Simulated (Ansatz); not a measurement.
Rows from a G0W0 calculation on SiC (Moissanite) (Ansatz 0.2.0; G0W0 on PBE, plane waves, PAW; 6×6×2 mesh, 739 empty bands, screening to 190 eV, hard PAW files), in eV. Spin-orbit coupling is left out.

| row | k | band | start | Σx | Σc at the solution | Vxc |
| --- | --- | --- | --- | --- | --- | --- |
| A | Γ | v1 | 9.540 | -18.267 | 1.865 | -15.724 |
| B | Γ | c1 | 14.698 | -9.064 | -4.944 | -14.457 |
| C | (0.000, -0.500, 0.000) | c2 | 11.742 | -7.328 | -4.179 | -11.748 |
| D | (0.000, -0.500, 0.000) | c1 | 11.553 | -7.455 | -4.058 | -11.733 |
| E | (0.000, -0.500, 0.000) | v1 | 8.432 | -18.585 | 2.205 | -15.598 |
| F | Γ | c2 | 14.869 | -8.978 | -4.989 | -14.413 |

Q: Give the quasiparticle energies and the shift of each level.

The quasiparticle equation reads E = start + Σx + Σc(E) − Vxc.

| row | E (eV) | shift (eV) |
| --- | --- | --- |
| A | 8.862 | −0.678 |
| B | 15.148 | +0.449 |
| C | 11.983 | +0.240 |
| D | 11.773 | +0.221 |
| E | 7.650 | −0.782 |
| F | 15.314 | +0.445 |

Limits: not at the basis limit.

[Runs of the session that timed out or met a known fault of the program may be left out.]

[Cells called generated may have been cut or substituted from an entry of the Crystallography Open Database or the Materials Project.]

[Hosts, paths, dates, database ids (printed as entryN), source tags and the programs' standing remarks are cut or masked in the printed files.]
